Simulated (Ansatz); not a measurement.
# K on Ni(111): change of the work function, part 2 of 3

How does one ordered layer of K (fcc site) change the work function of Ni(111), and what dipole does each adsorbate carry?

Ansatz 0.2.0; plane-wave DFT, PBE, Ansatz PAW.

So far, work function, upper face (eV): step 2 (the clean slab) 5.07.

**3. Adsorbate added**

System of this step: KNi16 (K/Ni(111)). The cell holds 17 atoms: 16 Ni and 1 K. Cell: a = 4.978 Å, b = 4.978 Å, c = 27.109 Å, α = 90.0°, β = 90.0°, γ = 60.0°. Vacuum lies along c.

The clean slab as it ended is repeated in the plane and the adsorbate is set on one face; the cell's size fixes the coverage, and the k-mesh shrinks with it to keep the sampling density about even. Adsorbate and upper layers relax, since the dipole depends on the height.

Input file input.yaml:

```yaml
crystal:
  lattice:
    - [4.9780317395, 0.0, 0.0]
    - [2.4890158698, 4.3111019473, 0.0]
    - [0.0, 0.0, 27.1091163483]
  atoms:
    - { symbol: Ni, position: [0.0, 0.0, 0.3319916402], spin: 0.7 }
    - { symbol: Ni, position: [0.1666666667, 0.1666666667, 0.4069580433], spin: 0.72 }
    - { symbol: Ni, position: [0.3333333333, 0.3333333333, 0.4816751352], spin: 0.72 }
    - { symbol: Ni, position: [0.0, 0.0, 0.5556420936], spin: 0.7 }
    - { symbol: Ni, position: [0.0, 0.5, 0.3319916402], spin: 0.7 }
    - { symbol: Ni, position: [0.1666666667, 0.6666666667, 0.4069580433], spin: 0.72 }
    - { symbol: Ni, position: [0.3333333333, 0.8333333333, 0.4816751352], spin: 0.72 }
    - { symbol: Ni, position: [0.0, 0.5, 0.5556420936], spin: 0.7 }
    - { symbol: Ni, position: [0.5, 0.0, 0.3319916402], spin: 0.7 }
    - { symbol: Ni, position: [0.6666666667, 0.1666666667, 0.4069580433], spin: 0.72 }
    - { symbol: Ni, position: [0.8333333333, 0.3333333333, 0.4816751352], spin: 0.72 }
    - { symbol: Ni, position: [0.5, 0.0, 0.5556420936], spin: 0.7 }
    - { symbol: Ni, position: [0.5, 0.5, 0.3319916402], spin: 0.7 }
    - { symbol: Ni, position: [0.6666666667, 0.6666666667, 0.4069580433], spin: 0.72 }
    - { symbol: Ni, position: [0.8333333333, 0.8333333333, 0.4816751352], spin: 0.72 }
    - { symbol: Ni, position: [0.5, 0.5, 0.5556420936], spin: 0.7 }
    - { symbol: K, position: [0.1666666667, 0.1666666667, 0.6680083598] }
magnetization:
  spin_polarized: true
kpoints:
  mp_grid: { grid: [6, 6, 1] }
hamiltonian:
  xc: pbe
scf:
  occupations: { method: fermi_dirac, width: 0.1 }
  convergence: { dr2_threshold: 1.0e-08 }
efield:
  axis: 3
  dipole_correction: true
  ramp_position: 0.97
  ramp_width: 0.06
relax:
  f_tol: 0.02
  max_steps: 60
  constraints: [{ sites: [0, 1, 4, 5, 8, 9, 12, 13] }]
output:
  dos: { projected: true, e_range: [-8, 4] }
  write_potential: true
  write_density: true
  volumetric_format: npy
  elf: true
```

Launch:

```sh
$ ansatz run input.yaml --threads 4 --pin off --max-ram 6144MiB --backend cpu --events-out ev --progress --plain --runs-dir out
```

Output:

```text
[...]
Crystal: 17 atoms, lattice volume = 581.783 Å³
Basis set: ecut = 420 eV, 11353 PW (Γ), exchange–correlation on 72×72×384 points (8 copies of the dense FFT grid, shifted against one another)
Bands: 186, of which v1, the nominal top of the filled ones, is band 149 counted from 1 (148 counted from 0)
Symmetry: 6 space group operations
k-points: 7 of 36 (time reversal used)
[...]
Starting moments: Σ|m| = 11.36 μB on 16 of 17 sites
[...]
SCF iter   1: F=—  HF=-94955.652427 eV  |F-HF|=—  |Δ(HF+E_count)|=         —  Δρ=2.50e-2 (↑1.05e-2 ↓2.50e-2)  dr2=1.97e1  dr2_m=9.02e-1  M=11.838 μB ∫|m|=12.469 μB  β_m=1.00  ethr=3.10e-3  p=0.000 e·Å  D=2.15e-6 V/Å  ΔV_dip=-0.00 eV  dr2_dipole=2.05e0  V_vac-E_F(+/−)=7.17/7.17 eV  ⟨swp⟩=10.0  Hψ=12939  notcnv=0  defer=187
[...]
SCF iter  23: F=-94969.522440 eV  HF=-94969.522440 eV  |F-HF|=1.06e-9  |Δ(HF+E_count)|=   3.19e-9  Δρ=4.27e-7 (↑2.79e-7 ↓4.27e-7)  dr2=5.27e-9  dr2_m=2.58e-10  M=10.216 μB ∫|m|=11.863 μB  ethr=2.61e-12  p=0.336 e·Å  D=1.04e-1 V/Å  ΔV_dip=-2.83 eV  dr2_dipole=1.50e-9  V_vac-E_F(+/−)=2.24/5.07 eV  ⟨swp⟩=14.1  Hψ=20125  notcnv=0
SCF 1 converged in 23 iterations: F = -94969.522440 eV  dr2 = 5.27e-9
[...]
relax step   1: F+E_penalty+E_count = -94969.52244030 eV  Δ(F+E_penalty+E_count) = +0.000e0 eV  max|allowed force component| = 3.822e-1 eV/Å  Δτ_max = 0.0000 Å  (23 SCF iters, accepted)
[...]
SCF iter  13: F=-94969.547832 eV  HF=-94969.547832 eV  |F-HF|=5.09e-10  |Δ(HF+E_count)|=   3.16e-9  Δρ=4.28e-7 (↑2.34e-7 ↓4.28e-7)  dr2=2.12e-9  dr2_m=2.95e-10  M=10.191 μB ∫|m|=11.839 μB  ethr=2.81e-12  p=0.341 e·Å  D=1.06e-1 V/Å  ΔV_dip=-2.88 eV  dr2_dipole=1.24e-11  V_vac-E_F(+/−)=2.19/5.07 eV  ⟨swp⟩=11.6  Hψ=16878  notcnv=0
SCF 2 converged in 13 iterations: F = -94969.547832 eV  dr2 = 2.12e-9
relax step   2: F+E_penalty+E_count = -94969.54783182 eV  Δ(F+E_penalty+E_count) = -2.539e-2 eV  max|allowed force component| = 3.157e-1 eV/Å  Δτ_max = 0.0644 Å  (13 SCF iters, accepted)
SCF iter   1: F=—  HF=-94969.593872 eV  |F-HF|=—  |Δ(HF+E_count)|=         —  Δρ=2.19e-3 (↑1.02e-3 ↓2.19e-3)  dr2=8.87e-2  dr2_m=8.79e-3  M=10.099 μB ∫|m|=11.744 μB  β_m=1.00  ethr=2.05e-4  p=0.341 e·Å  D=1.06e-1 V/Å  ΔV_dip=-2.88 eV  dr2_dipole=1.95e-3  V_vac-E_F(+/−)=2.20/5.08 eV  ⟨swp⟩=6.6  Hψ=6928  notcnv=0  defer=212
[...]
SCF iter  14: F=-94969.587214 eV  HF=-94969.587214 eV  |F-HF|=8.73e-11  |Δ(HF+E_count)|=   9.24e-9  Δρ=5.36e-7 (↑5.36e-7 ↓4.49e-7)  dr2=5.19e-9  dr2_m=3.48e-10  M=10.113 μB ∫|m|=11.762 μB  ethr=3.37e-12  p=0.362 e·Å  D=1.13e-1 V/Å  ΔV_dip=-3.06 eV  dr2_dipole=4.18e-14  V_vac-E_F(+/−)=2.01/5.07 eV  ⟨swp⟩=11.9  Hψ=18101  notcnv=0
SCF 3 converged in 14 iterations: F = -94969.587214 eV  dr2 = 5.19e-9
[...]
relax step   3: F+E_penalty+E_count = -94969.58721411 eV  Δ(F+E_penalty+E_count) = -3.938e-2 eV  max|allowed force component| = 2.839e-2 eV/Å  Δτ_max = 0.1950 Å  (14 SCF iters, accepted)
SCF iter   1: F=—  HF=-94969.587772 eV  |F-HF|=—  |Δ(HF+E_count)|=         —  Δρ=4.09e-4 (↑2.50e-4 ↓4.09e-4)  dr2=4.16e-3  dr2_m=1.82e-4  M=10.114 μB ∫|m|=11.762 μB  β_m=1.00  ethr=5.92e-6  p=0.362 e·Å  D=1.13e-1 V/Å  ΔV_dip=-3.06 eV  dr2_dipole=1.52e-3  V_vac-E_F(+/−)=2.01/5.07 eV  ⟨swp⟩=3.0  Hψ=5437  notcnv=0  defer=235
[...]
SCF iter  12: F=-94969.587711 eV  HF=-94969.587711 eV  |F-HF|=1.72e-9  |Δ(HF+E_count)|=  5.53e-10  Δρ=4.92e-7 (↑2.72e-7 ↓4.92e-7)  dr2=2.71e-9  dr2_m=3.00e-10  M=10.107 μB ∫|m|=11.754 μB  ethr=1.00e-12  p=0.364 e·Å  D=1.13e-1 V/Å  ΔV_dip=-3.07 eV  dr2_dipole=6.02e-10  V_vac-E_F(+/−)=2.00/5.07 eV  ⟨swp⟩=10.3  Hψ=17157  notcnv=0
SCF 4 converged in 12 iterations: F = -94969.587711 eV  dr2 = 2.71e-9
[...]
relax step   4: F+E_penalty+E_count = -94969.58771062 eV  Δ(F+E_penalty+E_count) = -4.965e-4 eV  max|allowed force component| = 1.012e-2 eV/Å  Δτ_max = 0.0182 Å  (12 SCF iters, accepted)
NSCF: frozen V_eff on 7 k-points
[...]
SCF converged after 12 iterations
Magnetization: 10.1069 μB (153.5535 up, 143.4465 down)
Absolute magnetization: 11.7666 μB (∫|ρ↑−ρ↓|, with the PAW one-centre terms)
[...]
Per-site moments (μB) at R_I (Å): [(0.696792, 1.026719), (0.711656, 1.026719), (0.691768, 1.014677), (0.597608, 1.014677), (0.696792, 1.026719), (0.710176, 1.019011), (0.691768, 1.014677), (0.597608, 1.014677), (0.696792, 1.026719), (0.710176, 1.019011), (0.691768, 1.014677), (0.597608, 1.014677), (0.694523, 1.026719), (0.710176, 1.019011), (0.689884, 1.017704), (0.626094, 1.027035), (-0.00712261, 1.291815)]
Free energy (F): -94969.587711 eV
[...]
Internal energy: -94968.625008 eV  (E = F + TS)
E sigma→0 (E₀):  -94969.106359 eV
Entropy (-TS):   -0.962702 eV (-56.630 meV/atom)
Fermi energy:    3.594325 eV
Dipole field:    D = 0.113086 V/Å  (p = 0.363589 e·Å, saw-weighted, corrected)
Work function:   Φ+ = 2.0051 eV   Φ− = 5.0708 eV
[...]
--- Forces (eV/Å), atoms counted from 1 ---
  atom   1  Ni     0.00207536     0.00119821     0.15216475
  atom   2  Ni    -0.00000000    -0.00000000    -0.11727761
  atom   3  Ni     0.00142646     0.00082357     0.00230523
  atom   4  Ni    -0.00161588    -0.00093293     0.00398159
  atom   5  Ni    -0.00000000    -0.00239642     0.15216475
  atom   6  Ni     0.01876930    -0.01083646    -0.17476018
  atom   7  Ni    -0.00000000    -0.00164713     0.00230523
  atom   8  Ni     0.00000000     0.00186586     0.00398159
  atom   9  Ni    -0.00207536     0.00119821     0.15216475
  atom  10  Ni     0.00000000     0.02167292    -0.17476018
  atom  11  Ni    -0.00142646     0.00082357     0.00230523
  atom  12  Ni     0.00161588    -0.00093293     0.00398159
  atom  13  Ni     0.00000000    -0.00000000     0.15550744
  atom  14  Ni    -0.01876930    -0.01083646    -0.17476018
  atom  15  Ni    -0.00000000     0.00000000    -0.00656376
  atom  16  Ni    -0.00000000     0.00000000     0.01011761
  atom  17  K      0.00000000    -0.00000000     0.00711164
  max |Σ_I F_I| component: 3.05e-5 eV/Å
--- Band table (eV; the first three rows and the last of 14) ---
  k-point 0 ↑: bands = [... 145 lower, 3.0480, 3.1957, 3.1961, 3.1961, 3.2446, 3.2446, 3.2484, 3.3370, ... 33 higher]
  k-point 1 ↑: bands = [... 145 lower, 3.0319, 3.0347, 3.0855, 3.0950, 3.1017, 3.1410, 3.1807, 3.2013, ... 33 higher]
  k-point 2 ↑: bands = [... 145 lower, 2.8645, 2.8937, 2.9823, 2.9830, 3.0018, 3.0270, 3.0656, 3.0715, ... 33 higher]
  k-point 6 ↓: bands = [... 145 lower, 3.5860, 3.5958, 3.5988, 3.6423, 3.6678, 3.6693, 3.6971, 3.7000, ... 33 higher]
--- Relaxed structure (4 steps of the walk, 4 accepted, 0 SCFs on fresh bases) ---
  F+E_penalty+E_count = -94969.58771062 eV   max|allowed force component| = 1.012e-2 eV/Å
  atoms:
    - { symbol: Ni, position: [-1.795949e-17, -1.795949e-17, 0.331992] }
    - { symbol: Ni, position: [0.166667, 0.166667, 0.406958] }
    - { symbol: Ni, position: [0.333765, 0.333765, 0.481875] }
    - { symbol: Ni, position: [-0.00120955, -0.00120955, 0.555330] }
    - { symbol: Ni, position: [-5.551115e-17, 0.500000, 0.331992] }
    - { symbol: Ni, position: [0.166667, 0.666667, 0.406958] }
    - { symbol: Ni, position: [0.333765, 0.832470, 0.481875] }
    - { symbol: Ni, position: [-0.00120955, 0.502419, 0.555330] }
    - { symbol: Ni, position: [0.500000, -1.795949e-17, 0.331992] }
    - { symbol: Ni, position: [0.666667, 0.166667, 0.406958] }
    - { symbol: Ni, position: [0.832470, 0.333765, 0.481875] }
    - { symbol: Ni, position: [0.502419, -0.00120955, 0.555330] }
    - { symbol: Ni, position: [0.500000, 0.500000, 0.331992] }
    - { symbol: Ni, position: [0.666667, 0.666667, 0.406958] }
    - { symbol: Ni, position: [0.833333, 0.833333, 0.481079] }
    - { symbol: Ni, position: [0.500000, 0.500000, 0.557573] }
    - { symbol: K, position: [0.166667, 0.166667, 0.657771] }
```

Wall time 4.7 min (4 threads of Arm Neoverse V2, shared host); peak memory 3.1 GiB.

The steps of the relaxation:

```
step  energy less that of the first step (eV)  largest force component (eV/Å)
   1                                   0.0000                          0.3822
   2                                  -0.0254                          0.3157
   3                                  -0.0648                          0.0284
   4                                  -0.0653                          0.0101
```

The run keeps the 6 symmetry operations that the program found, so distortions that break them were not tested.

The atoms that moved most (Å):

```
atom      dx      dy      dz  length
 K17   0.000   0.000  -0.278   0.278
Ni16   0.000   0.000   0.052   0.052
Ni15   0.000   0.000  -0.016   0.016
 Ni4  -0.009  -0.005  -0.008   0.013
 Ni8   0.000   0.010  -0.008   0.013
Ni12   0.009  -0.005  -0.008   0.013
Ni11  -0.003   0.002   0.005   0.007
 Ni7   0.000  -0.004   0.005   0.007
```

The relaxed structure:

```
Ni K
1.0
     4.97803    0.00000    0.00000
     2.48902    4.31110    0.00000
     0.00000    0.00000   27.10912
Ni K
16 1
Cartesian
  0.0000 0.0000 9.0000
  1.2445 0.7185 11.0323
  2.4922 1.4389 13.0632
  -0.0090 -0.0052 15.0545
  1.2445 2.1556 9.0000
  2.4890 2.8741 11.0323
  3.7335 3.5889 13.0632
  1.2445 2.1660 15.0545
  2.4890 0.0000 9.0000
  3.7335 0.7185 11.0323
  4.9748 1.4389 13.0632
  2.4980 -0.0052 15.0545
  3.7335 2.1556 9.0000
  4.9780 2.8741 11.0323
  6.2225 3.5926 13.0416
  3.7335 2.1556 15.1153
  1.2445 0.7185 17.8316
```

This step gave:

```
energy at zero smearing        : -94969.1064 eV
total moment                   : 10.11 μB
work function, upper face      : 2.005 eV
work function, lower face      : 5.071 eV
dipole along the normal        : 0.3636 e·Å
step between the vacuum levels : -3.066 eV
```

Running mean over 2.032 Å of the planar mean; the ramp of the sawtooth is left out. The electron's electrostatic potential energy less the Fermi level by z:

z (Å), electron's electrostatic potential energy less the Fermi level (eV) and a bar from the least value:
```
      3.5        5.1 ##############################
      4.0        5.1 ##############################
      4.5        5.1 ##############################
      5.0        5.1 ##############################
      5.5        5.1 ##############################
      6.0        5.0 ##############################
      6.5        4.9 ##############################
      7.0        4.4 #############################
      7.5        2.3 #########################
      8.0       -3.2 ##############
      8.5       -8.4 ####
      9.0      -10.0 #
      9.5      -10.3 #
     10.0      -10.3 
     10.5      -10.3 
     11.0      -10.4 
     11.5      -10.4 
     12.0      -10.5 
     12.5      -10.4 
     13.0      -10.4 
     13.5      -10.5 
     14.0      -10.5 
     14.5      -10.4 
     15.0      -10.1 #
     15.5       -8.9 ###
     16.0       -4.7 ###########
     16.5       -0.4 ###################
     17.0        0.0 ####################
     17.5       -1.1 ##################
     18.0       -1.7 #################
     18.5       -1.4 ##################
     19.0       -0.2 ####################
     19.5        0.9 ######################
     20.0        1.4 #######################
     20.5        1.7 #######################
     21.0        1.8 ########################
     21.5        1.9 ########################
     22.0        2.0 ########################
     22.5        2.0 ########################
     23.0        2.0 ########################
     23.5        2.0 ########################
     24.0        2.0 ########################
```

The density of states has structure finer than the step of the table below, so its rows give means over 0.5 eV. Peaks (eV: height): total -1.62: 80.3, -1.56: 60.0, -1.50: 53.2, -1.32: 64.0, -0.96: 69.7, -0.78: 57.1, -0.66: 78.0; up -2.65: 35.1, -2.23: 37.1, -2.17: 44.1, -2.05: 36.4, -1.62: 45.3, -1.14: 35.7, -0.69: 53.8; down -1.62: 35.0, -1.50: 35.1, -1.35: 36.8, -0.96: 44.9, -0.66: 37.5, -0.09: 47.4, -0.03: 38.7.

Density of states against energy, zero at the Fermi level; means over each step; values in states/eV a cell:

```
energy (eV)  total     up   down
       -7.5  0.938  0.464  0.473
       -7.0   2.15   1.08   1.08
       -6.5   1.90  0.966  0.933
       -6.0   2.51   1.30   1.20
       -5.5   2.76   1.45   1.32
       -5.0   6.29   3.78   2.51
       -4.5   8.49   6.07   2.42
       -4.0   21.0   13.4   7.58
       -3.5   21.8   12.2   9.55
       -3.0   24.3   13.0   11.3
       -2.5   36.0   22.4   13.6
       -2.0   41.4   24.4   16.9
       -1.5   48.5   20.6   27.9
       -1.0   43.1   25.9   17.1
       -0.5   43.4   20.8   22.6
        0.0   30.1   3.33   26.8
        0.5   11.0   2.59   8.39
        1.0   7.61   3.25   4.36
        1.5   7.81   4.70   3.11
```

Projected DOS per atom over height of the atomic layer and energy from the Fermi level. Layers: Ni4 Ni4 Ni4 Ni4 K from below.

Values in states/eV, 22 rows by 5 columns, each cell a mean:
```
0.33 0.29 0.30 0.33 0.12
0.26 0.22 0.24 0.27 0.39
0.38 0.33 0.32 0.36 0.68
0.86 0.89 0.89 0.84 0.66
1.83 1.64 1.60 1.79 0.49
2.84 2.40 2.57 3.07 0.25
3.35 2.56 2.42 2.96 0.07
3.35 2.48 2.54 3.05 0.37
3.01 2.23 2.21 3.37 0.28
2.43 2.39 2.35 2.46 0.07
1.60 1.92 1.87 1.64 0.02
1.21 1.65 1.68 1.22 0.00
0.94 1.59 1.59 0.97 0.01
0.64 1.33 1.34 0.65 0.02
0.32 0.65 0.65 0.33 0.02
0.29 0.42 0.42 0.30 0.02
0.18 0.16 0.16 0.18 0.02
0.11 0.21 0.21 0.12 0.01
0.10 0.14 0.14 0.10 0.01
0.09 0.16 0.16 0.10 0.01
0.04 0.11 0.11 0.05 0.00
0.02 0.09 0.09 0.02 0.00
```
Columns: height of the atomic layer (Å) from 9 to 17.8 (not evenly spaced); rows upwards: energy from the Fermi level (eV) from -7.96 to 1.95.

[end of part 2 of 3]

[Long decimals in the printed logs are rounded to 6 places.]

[Logs are printed without paths, hosts, clocks, repeated set-up lines and the standing remarks that a program may print on its own settings, such as how far it seeks lower states.]

[Hosts, paths, dates, database ids (printed as entryN), source tags and the programs' standing remarks are cut or masked in the printed files.]

[Maps of the electrostatic potential energy from Ansatz leave out the sawtooth potential of an applied field or a dipole correction, so their vacuum need not be flat; planar profiles and work functions include it.]

[The density of states shown here was stored with 400 of the rows of the run's finer table, so its peaks can read low, often by over a quarter, or be missed, and its means over a window can be off by a tenth or more.]
